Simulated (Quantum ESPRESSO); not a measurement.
## CsPbCl3 (Pm-3m): the double well of a soft mode

Aim: the energy of CsPbCl3 (Pm-3m) along its softest mode at Γ, fitted by an even polynomial.

Calculated with Quantum ESPRESSO 7.5; DFT LDA, scalar-relativistic, plane waves, PseudoDojo norm-conserving pseudopotentials.

## (1) Set-up

The structure is cubic, space group Pm-3m (No. 221). The conventional cell has a = 5.529 Å, b = 5.529 Å, c = 5.529 Å, α = 90.00°, β = 90.00°, γ = 90.00°. Cs has 12 Cl at 3.91 Å nearest. Nearest to Pb lie 6 Cl at 2.76 Å. Nearest to Cl lie 2 Pb at 2.76 Å and 4 Cs at 3.91 Å. Farther neighbours and most contacts between anions are not listed.

Structure file:

```
Cs Pb Cl
1.0
     5.52899    0.00000    0.00000
     0.00000    5.52899    0.00000
     0.00000    0.00000    5.52899
Cs Pb Cl
1 1 3
Direct
  0.00000 0.00000 0.00000
  0.50000 0.50000 0.50000
  0.50000 0.50000 0.00000
  0.00000 0.50000 0.50000
  0.50000 0.00000 0.50000
```

This is the cell after its relaxation at this level of theory, not the database cell from which that began.

## (2) The unstable mode

Linear response at Γ, with the sum rule, finds imaginary modes; the lowest is taken, along z where it is degenerate, and its pattern is scaled so that the atom that moves most moves by Q. Cutoff 62 Ry, k mesh 4×4×4.

Output:

```text
[banners, grids, parts of the stress and lines that vanish by symmetry left out]
Program DYNMAT v.7.5
     Reading Dynamical Matrix from file g.dyn
     ...Force constants read
     ...epsilon and Z* read
     A direction for q was not specified:TO-LO splitting will be absent

     Polarizability (A^3 units)
     multiply by 0.399972 for Clausius-Mossotti correction
        60.532886    0.000000    0.000000
         0.000000   60.532886    0.000000
[...]
IR activities are in (D/A)^2/amu units

# mode   [cm-1]    [THz]      IR
    1    -37.39   -1.1209    0.4907
    2    -37.39   -1.1209    0.4907
[...]
14    160.70    4.8177   16.3794
   15    160.70    4.8177   16.3794

Electronic dielectric permittivity tensor (relative, adimensional)
[...]
... with zone-center polar mode contributions
[...]
0.000000   14.194754   -0.000000
        -0.000000   -0.000000   14.194754

=------------------------------------------------------------------------------=
   JOB DONE.
=------------------------------------------------------------------------------=
[end of the log left out, with the tail of the file of modes that dynmat.x writes under the same name]
```

The mode has the frequency 37.4i cm⁻¹ and the mass m = Σ Mᵢ uᵢ² = 104.73 u for this scaling.

```csv
atom,x,y,z
Cs1,0.000,0.000,0.504
Pb2,0.000,0.000,0.015
Cl3,0.000,0.000,0.023
Cl4,0.000,0.000,-1.000
Cl5,0.000,0.000,-1.000
```

## (3) Energies along the mode

Single points at fixed cell, with no other coordinate relaxed.

From the run at Q = 0.044 Å; the symmetric cell has -3895.8118 eV:

Output:

```text
[banners, grids, parts of the stress and lines that vanish by symmetry left out]
[banner, memory and clock lines left out]
Program PWSCF v.7.5

[...]
kinetic-energy cutoff     =      62.0000  Ry
     charge density cutoff     =     248.0000  Ry
     scf convergence threshold =      1.0E-11
[...]
Exchange-correlation= SLA  PW   NOGX NOGC
                           (   1   4   0   0   0   0   0)
[...]
8 Sym. Ops. (no inversion) found
[...]
number of k points=    18
[...]
End of self-consistent calculation
[...]
highest occupied, lowest unoccupied level (ev):     4.4781    6.0393
!    total energy              =    -286.33692652 Ry
[...]
convergence has been achieved in  12 iterations
[...]
atom    1 type  1   force =     0.00000000    0.00000000    0.00057963
     atom    2 type  2   force =     0.00000000    0.00000000    0.00002178
     atom    3 type  3   force =     0.00000000    0.00000000   -0.00000099
     atom    4 type  3   force =     0.00000000    0.00000000   -0.00030021
     atom    5 type  3   force =     0.00000000    0.00000000   -0.00030021
     Total force =     0.000719     Total SCF correction =     0.000002

     XML data file, charge density, pseudopotentials, collected wavefunctions
```

The point at Q = 0.131 Å is held back.

```csv
Q (Å),energy change (meV/cell)
0,0.00
0.044,-0.51
0.087,-1.92
0.131,?
0.174,-6.38
0.218,-8.59
0.261,-10.00
0.305,-10.06
0.348,-8.10
0.392,-3.29
```

## (4) The fit

Least squares on E = a Q² + b Q⁴ + c Q⁶ gives a = -264 meV/Å², b = 1814 meV/Å⁴ and c = -1555 meV/Å⁶. The minimum lies at Q = 0.285 Å, 10.3 meV a cell below the symmetric structure.

The curvature at Q = 0 is m ω² = 2a, so ω = 521.47 √(2a/m) cm⁻¹ with a in eV/Å² and m in u: 37.0i cm⁻¹, against 37.4i from linear response. At Q = 0.131 Å the fit predicts -4.00 meV.

## (5) The point that was held back

Output:

```text
[banners, grids, parts of the stress and lines that vanish by symmetry left out]
[banner, memory and clock lines left out]
Program PWSCF v.7.5

[...]
kinetic-energy cutoff     =      62.0000  Ry
     charge density cutoff     =     248.0000  Ry
     scf convergence threshold =      1.0E-11
[...]
Exchange-correlation= SLA  PW   NOGX NOGC
                           (   1   4   0   0   0   0   0)
[...]
8 Sym. Ops. (no inversion) found
[...]
number of k points=    18
[...]
End of self-consistent calculation
[...]
highest occupied, lowest unoccupied level (ev):     4.3944    6.0382
!    total energy              =    -286.33718513 Ry
[...]
convergence has been achieved in  12 iterations
[...]
atom    1 type  1   force =     0.00000000    0.00000000    0.00155040
     atom    2 type  2   force =     0.00000000    0.00000000   -0.00009862
     atom    3 type  3   force =     0.00000000    0.00000000   -0.00016551
     atom    4 type  3   force =     0.00000000    0.00000000   -0.00064314
     atom    5 type  3   force =     0.00000000    0.00000000   -0.00064314
     Total force =     0.001808     Total SCF correction =     0.000001

     XML data file, charge density, pseudopotentials, collected wavefunctions
```

It lies at -4.03 meV, 0.03 meV from the prediction.

## (6) Outcome

| Quantity | Value |
| --- | --- |
| depth of the well | 10.3 meV a cell |
| amplitude at the minimum | 0.28 Å |

In words: Along this mode CsPbCl3 (Pm-3m) gains 10.3 meV a cell at Q = 0.28 Å, which is 0.40 times k_BT at 300 K. The curvature of the fit and the linear response differ by 1 % in frequency. Strain and the other modes were held fixed; relaxing them can only deepen the well. A depth for one cell is no transition temperature: that needs the coupling between cells.

[Host names and launcher messages were left out of these logs when they were recorded.]

[Logs are printed without paths, hosts, clocks, repeated set-up lines and the standing remarks that a program may print on its own settings, such as how far it seeks lower states.]

[Hosts, paths, dates, database ids (printed as entryN), source tags and the programs' standing remarks are cut or masked in the printed files.]
